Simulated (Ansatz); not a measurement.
# ScAlSe3 (model cell, started as cubic perovskite with Al in the octahedra): a soft mode frozen in, part 3 of 3

Wanted: the energy along a soft mode of ScAlSe3 (model cell, started as cubic perovskite with Al in the octahedra) and the structure at the end.

Ansatz 0.2.0; DFT PBE, scalar-relativistic, plane waves, PAW; PAW set soft_1.

So far. Step 5 (Energy along the mode, all amplitudes (two of the runs …): The lowest of the steps tried is the last one, at 0.6 Å, 170 meV/atom below the parent; the bottom of the well need not coincide with a step. Step 7 (The new phase in its own primitive cell): The largest force component left is 0.87 meV/Å and the pressure is -0.001 GPa, within the tolerances set. The cell now holds 31.12 Å³/atom. The relaxed cell has a, b, c = 3.784, 12.358, 6.654 Å (conventional setting).

The structure was built from a prototype and need not be the compound's stable phase.

### Step 8. Modes of the new phase, k-mesh 6×4×4, occupations fixed

A relaxed structure may still be a saddle point, so its zone-centre modes are computed. The response to a homogeneous field gives the Born charges and the dielectric tensor.

File input.yaml:

```yaml
crystal:
  lattice:
    - [3.7842782188, 0.0, 0.0]
    - [0.0, 6.1792020041, 3.3268936736]
    - [0.0, -6.1792020041, 3.3268936736]
  atoms:
    - { symbol: Sc, position: [0.0, 0.0586185414, 0.0586185414] }
    - { symbol: Al, position: [0.5, 0.4391737924, 0.4391737924] }
    - { symbol: Se, position: [0.5, 0.3327513307, 0.0500443871] }
    - { symbol: Se, position: [0.5, 0.0500443871, 0.3327513307] }
    - { symbol: Se, position: [0.0, 0.6619868952, 0.6619868952] }
kpoints:
  mp_grid: { grid: [6, 4, 4] }
hamiltonian:
  xc: pbe
  pseudopotentials: { kind: paw, azcp: { folder: soft_1 } }
scf:
  occupations: { method: fixed }
output:
  eigenvalues: true
phonons:
  method: dfpt
  dielectric: true
  rigid_motions: translations
```

Run with:

```bash
$ ansatz run input.yaml --threads 4 --pin off --max-ram 16384MiB --backend cpu --events-out ev --progress --plain --runs-dir out
```

Numbers of over 12 decimals in the logs are rounded to 6 here.

The log of the run:

```text
[...]
Crystal: 5 atoms, lattice volume = 155.591 Å³
Basis set: ecut = 420 eV, 3063 PW (Γ), exchange–correlation on 54×96×96 points (8 copies of the dense FFT grid, shifted against one another)
Bands: 38, of which v1, the nominal top of the filled ones, is band 31 counted from 1 (30 counted from 0)
Symmetry: 4 space group operations
k-points: 52 of 96 (irreducible under 1 space group operation, time reversal used)
[...]
SCF iter   1: F=—  HF=-19089.350153 eV  |F-HF|=—  |Δ(HF+E_count)|=         —  Δρ=8.33e-2  dr2=2.90e1  ethr=3.10e-3  ⟨swp⟩=4.8  Hψ=6728  notcnv=0  defer=212
[...]
SCF iter  14: F=-19086.264170 eV  HF=-19086.264170 eV  |F-HF|=1.82e-11  |Δ(HF+E_count)|=  8.04e-10  Δρ=1.30e-7  dr2=2.20e-11  ethr=1.00e-12  ⟨swp⟩=14.2  Hψ=11678  notcnv=0
SCF 1 converged in 14 iterations: F = -19086.264170 eV  dr2 = 2.20e-11
[...]
NSCF: frozen V_eff on 2 k-points
DFPT response loops at Γ: preconditioner auto → none (the input reference at scf.mixing.eps_inf says where Resta's filter doesn't serve); β = 0.50; Broyden in place of MSR1
── the response to a field inside a basis, on 8×6×6 k-points: an SCF that follows is theirs, and a resumed run solves both again ──
Bands: 32, of which v1, the nominal top of the filled ones, is band 31 counted from 1 (30 counted from 0)
k-points: 48 of 288 (time reversal used)
[...]
Eigensolver: Dense (48 Hₖ)
SCF iter   1: F=—  HF=-19086.234840 eV  |F-HF|=—  |Δ(HF+E_count)|=         —  Δρ=1.44e-4  dr2=1.52e-5  ethr=1.00e-1
[...]
SCF iter   4: F=-19086.234857 eV  HF=-19086.234857 eV  |F-HF|=2.60e-8  |Δ(HF+E_count)|=   8.30e-9  Δρ=5.64e-6  dr2=7.36e-8  ethr=8.59e-10
SCF 1 converged in 4 iterations: F = -19086.234857 eV  dr2 = 7.36e-8
[...]
WARN: field response: ε∞ stands inside a basis, on 8×6×6 points; the force constants stand on the 6×4×4 k-mesh, whose period is 11.55 times the interband length at k = (0.0000, 0.0000, 0.0000), direct gap 2.038 eV, under 14: take them and everything formed from them as unconverged, and compare with a denser kpoints.mp_grid
SCF converged after 14 iterations
Free energy (F): -19086.264170 eV
[...]
Internal energy: -19086.264170 eV  (E = F + TS)
E sigma→0 (E₀):  -19086.264170 eV
Fermi energy:    3.615390 eV
[...]
--- Band table (eV; the first three rows and the last of 52) ---
  k-point 0: bands = [... 27 lower, 2.3038, 3.1218, 3.2267, 3.6154, 5.6531, 6.3683, 6.4695, 6.5422, ... 3 higher]
  k-point 1: bands = [... 27 lower, 2.7573, 3.1086, 3.3109, 3.5020, 5.7508, 6.3015, 6.3503, 6.6504, ... 3 higher]
  k-point 2: bands = [... 27 lower, 3.0657, 3.0965, 3.3913, 3.5017, 5.8468, 6.1153, 6.5557, 6.6962, ... 3 higher]
  k-point 51: bands = [... 27 lower, 2.1880, 2.3560, 2.8619, 2.9560, 5.0936, 6.0466, 6.4565, 6.9338, ... 3 higher]
--- Phonons (Γ-DFPT): 12 representative perturbations + reference, on 52 of 96 k-points (Σ response iterations 41) ---
  k mesh reduced under 1 symmetry operation, with k and −k counted as one. Each operation leaves every solved perturbation unchanged. A smaller set is not considered because the run solves the response to a homogeneous field
  ASR residual: 9.847e-5 → 0.000e0 eV/Å²; symmetrization residual: 1.308e-5 eV/Å²
  ASR residual per site (eV/Å²): 5.49e-5 4.02e-5 3.92e-5 3.92e-5 9.85e-5
[...]
ε∞ (high-frequency dielectric tensor):
        6.146198     0.000000     0.000000
        0.000000     3.641106     0.000000
        0.000000     0.000000     5.661060
  softest optical mode at Γ: -22.43 cm⁻¹; the repairs (sum rule, projections) moved no ω² at Γ by more than (1.55 cm⁻¹)²
  Born effective charges Z* (e; rows j = field, columns β = displacement):
    site 0:
         3.82790    0.00000    0.00000
         0.00000    1.23325    0.00000
        -0.00000    0.00000    3.31108
    site 1:
         2.40510    0.00000    0.00000
         0.00000    0.96948    0.00000
        -0.00000    0.00000    3.06094
    site 2:
        -2.07050   -0.00000    0.00000
         0.00000   -0.90257   -0.03340
        -0.00000   -0.07875   -1.43420
    site 3:
        -2.07050    0.00000    0.00000
         0.00000   -0.90257    0.03340
         0.00000    0.07875   -1.43420
    site 4:
        -2.09200    0.00000    0.00000
         0.00000   -0.39760    0.00000
        -0.00000    0.00000   -3.50362
  Z* charge neutrality: 2.682e-2 e pre-enforcement
  solved inside a basis spanned on kpoints, on 8×6×6 k-points, its susceptibility summed on 10×8×8: ε∞ is read to err by 2.5e-2, Z* by 4.0e-2 e (field_mesh: kpoints solves on kpoints); Z* is corrected for what the basis lacks
  optical modes at Γ without the LO–TO term, one row a degenerate level:
      ω (cm⁻¹)  modes    IR ((D/Å)²/amu)
        -22.43      1             0.0289
         80.20      1             0.0268
         95.14      1             0.0167
         96.23      1             0.0000
        173.69      1             0.3897
        190.89      1             0.1936
        195.78      1             0.1052
        197.05      1            10.0652
        253.98      1            11.3685
        328.63      1             1.8577
        331.83      1             6.1671
        411.46      1             6.5658
  optical modes at Γ + LO–TO along q̂ = [1.0000, 0.0000, 0.0000]:
      ω (cm⁻¹)  modes    IR ((D/Å)²/amu)
        -22.43      1             0.0289
         80.20      1             0.0268
         95.24      1             0.0047
         96.23      1             0.0000
        173.69      1             0.3897
        190.89      1             0.1936
        195.78      1             0.1052
        238.10      1             5.9630
        253.98      1            11.3685
        328.63      1             1.8577
[...]
optical modes at Γ + LO–TO along q̂ = [0.0000, 1.0000, 0.0000]:
      ω (cm⁻¹)  modes    IR ((D/Å)²/amu)
[...]
optical modes at Γ + LO–TO along q̂ = [0.0000, 0.0000, 1.0000]:
      ω (cm⁻¹)  modes    IR ((D/Å)²/amu)
        -22.43      1             0.0289
         80.20      1             0.0268
         95.14      1             0.0167
         96.23      1             0.0000
        175.07      1             0.1006
        190.89      1             0.1936
        196.10      1             0.0246
        197.05      1            10.0652
        296.57      1             7.8132
        328.63      1             1.8577
        331.83      1             6.1671
        435.74      1            10.4907
```

Run time: 2.6 min. Hardware: 4 threads of Arm Neoverse V2, shared host; peak memory 1.8 GiB.

Numbers from this step:

| Property | Result |
| --- | --- |
| sum-rule residual before enforcement | 9.85e-5 eV/Å² |
| miss of the charge sum rule | 0.02682 e |
| estimated error of the dielectric tensor | 0.02471 |
| estimated error of the Born charges | 0.04036 e |
| point group | mm2 |
| highest optical mode at the zone centre (no LO-TO term) | 411.5 cm⁻¹ |
| lowest optical zone-centre mode | -22.43 cm⁻¹ |
| mean high-frequency dielectric constant | 5.149 |
| largest Born charge (third of the trace) | 2.791 e |
| top of the zone-centre spectrum with the field | 435.7 cm⁻¹ |

Patterns of degenerate modes are one choice out of their space. The modes at Γ (shares of kinetic energy by element, %) (negative means imaginary):

| mode | frequency (cm⁻¹) | symmetry | Sc % | Al % | Se % |
| --- | --- | --- | --- | --- | --- |
| 1 | -22.4 | B2 | 9 | 0 | 91 |
| 2 | 0.0 | acoustic | 15 | 9 | 77 |
| 3 | 0.0 | acoustic | 15 | 9 | 77 |
| 4 | 0.0 | acoustic | 15 | 9 | 77 |
| 5 | 80.2 | B2 | 3 | 15 | 82 |
| 6 | 95.1 | B1 | 5 | 11 | 84 |
| 7 | 96.2 | A2 | 0 | 0 | 100 |
| 8 | 173.7 | A1 | 5 | 3 | 92 |
| 9 | 190.9 | B2 | 59 | 20 | 21 |
| 10 | 195.8 | A1 | 11 | 1 | 88 |
| 11 | 197.1 | B1 | 80 | 0 | 20 |
| 12 | 254.0 | A1 | 64 | 1 | 35 |
| 13 | 328.6 | B2 | 15 | 57 | 29 |
| 14 | 331.8 | B1 | 0 | 80 | 20 |
| 15 | 411.5 | A1 | 5 | 85 | 9 |

Displacements in mode 1 (-22.4 cm⁻¹), the largest set to 1:
```
Sc1  0.00 -0.50  0.00
Al2  0.00 -0.05  0.00
Se3  0.00 -0.35 -0.34
Se4  0.00 -0.35  0.34
Se5  0.00  1.00  0.00
```

Displacements in mode 15 (411.5 cm⁻¹), the largest set to 1:
```
Sc1  0.00  0.00 -0.19
Al2  0.00  0.00  1.00
Se3  0.00  0.09 -0.06
Se4  0.00 -0.09 -0.06
Se5  0.00  0.00 -0.12
```

Optical modes at the zone centre, without and with the macroscopic field of the longitudinal modes; each column is sorted by frequency, so a row need not hold one and the same mode. Modes with and without the field, by row:

| rank among optical modes | no field (cm⁻¹) | q along (1, 0, 0) (cm⁻¹) | q along (0, 1, 0) (cm⁻¹) | q along (0, 0, 1) (cm⁻¹) |
| --- | --- | --- | --- | --- |
| 1 | -22.4 | -22.4 | -20.1 | -22.4 |
| 2 | 80.2 | 80.2 | 80.8 | 80.2 |
| 3 | 95.1 | 95.2 | 95.1 | 95.1 |
| 4 | 96.2 | 96.2 | 96.2 | 96.2 |
| 5 | 173.7 | 173.7 | 173.7 | 175.1 |
| 6 | 190.9 | 190.9 | 192.6 | 190.9 |
| 7 | 195.8 | 195.8 | 195.8 | 196.1 |
| 8 | 197.1 | 238.1 | 197.1 | 197.1 |
| 9 | 254 | 254 | 254 | 296.6 |
| 10 | 328.6 | 328.6 | 331.8 | 328.6 |
| 11 | 331.8 | 358.4 | 339.2 | 331.8 |
| 12 | 411.5 | 411.5 | 411.5 | 435.7 |

Born charge (rows field, columns displacement) (e), principal values of the symmetric part by kind of site:

| atom | atoms with these values | low | middle | high | mean |
| --- | --- | --- | --- | --- | --- |
| Sc1 | 1 | 1.23 | 3.31 | 3.83 | 2.79 |
| Al2 | 1 | 0.97 | 2.41 | 3.06 | 2.15 |
| Se3 | 2 | -2.07 | -1.44 | -0.90 | -1.47 |
| Se5 | 1 | -3.50 | -2.09 | -0.40 | -2.00 |

In full for Se5:

```
-2.09  0.00  0.00
 0.00 -0.40  0.00
 0.00  0.00 -3.50
```

High-frequency dielectric tensor:

```
6.15 0.00 0.00
0.00 3.64 0.00
0.00 0.00 5.66
```

Transverse modes; imaginary modes are left out. Lines of the infrared spectrum (strongest = 100):

| position (cm⁻¹) | relative intensity |
| --- | --- |
| 80 | 0.2 |
| 95 | 0.1 |
| 96 | 0.0 |
| 174 | 3.4 |
| 191 | 1.7 |
| 196 | 0.9 |
| 197 | 89 |
| 254 | 100 |
| 329 | 16 |
| 332 | 54 |
| 412 | 58 |

Before it was imposed, the acoustic sum rule was missed by 9.8e-5 eV/Å² and the charge sum rule by 0.027 e. Small misses are needed for a sound result but don't prove that mesh and cutoff are converged. The lowest optical mode is imaginary, 22.4i cm⁻¹, so the energy falls along it.

The log warns of the k mesh: “the force constants stand on the 6×4×4 k-mesh, whose period is 11.55 times the interband length at k = (0.0000, 0.0000, 0.0000), direct gap 2.038 eV, under 14: take them and everything formed from them as unconverged”.

### Step 9. What came out

```json
{"unstable mode of the parent": "q = (0, 0, 0), 187i cm⁻¹", "depth at the lowest point sampled": "170 meV/atom", "largest atomic shift at that point": "0.6 Å", "space group reached (within 0.01 Å)": "Amm2", "energy gained over the parent (first relaxation, on the mesh of the frozen mode)": "669 meV/atom", "volume per atom, phase reached": "31.1 Å³", "gap on the k-mesh, phase reached": "1.45 eV", "lowest optical zone-centre mode, phase reached": "-22.4 cm⁻¹", "highest optical mode at the zone centre (no LO-TO term), phase reached": "411 cm⁻¹"}
```

In words: From this start the structure relaxes into Amm2, 669 meV/atom below the parent. At the parent's cell the well is 170.0 meV/atom deep on the steps tried, with its lowest point at a shift of 0.6 Å. That is the last step tried, so the steps alone don't bracket the bottom of the well. Relaxing atoms and cell changes the gain by +499.41 meV/atom against the lowest step (energies at zero smearing). Most of the total comes from this relaxation. The frozen pattern makes up only 3 % of the final shifts of the atoms, so other modes or strain give most of the change. The new phase still has an imaginary mode at the zone centre of its cell, so it is a saddle point on the way to a lower structure. Of the 6 patterns followed to their end from this parent, this one reaches the lowest energy. Each path keeps the symmetry of its pattern, so a lower phase may lie along a pattern not tried. With the field response the log warns that the k mesh is coarse for the force constants too, so the frequencies may not be converged. With no gap, or one that is small against the smearing, the frequencies hang on the k mesh and the smearing, most of all near Kohn anomalies. The starting cell was built on a prototype and not taken from a measurement, so the phase need not exist.

[Logs are printed without paths, hosts, clocks, repeated set-up lines and the standing remarks that a program may print on its own settings, such as how far it seeks lower states.]

[Hosts, paths, dates, database ids (printed as entryN), source tags and the programs' standing remarks are cut or masked in the printed files.]
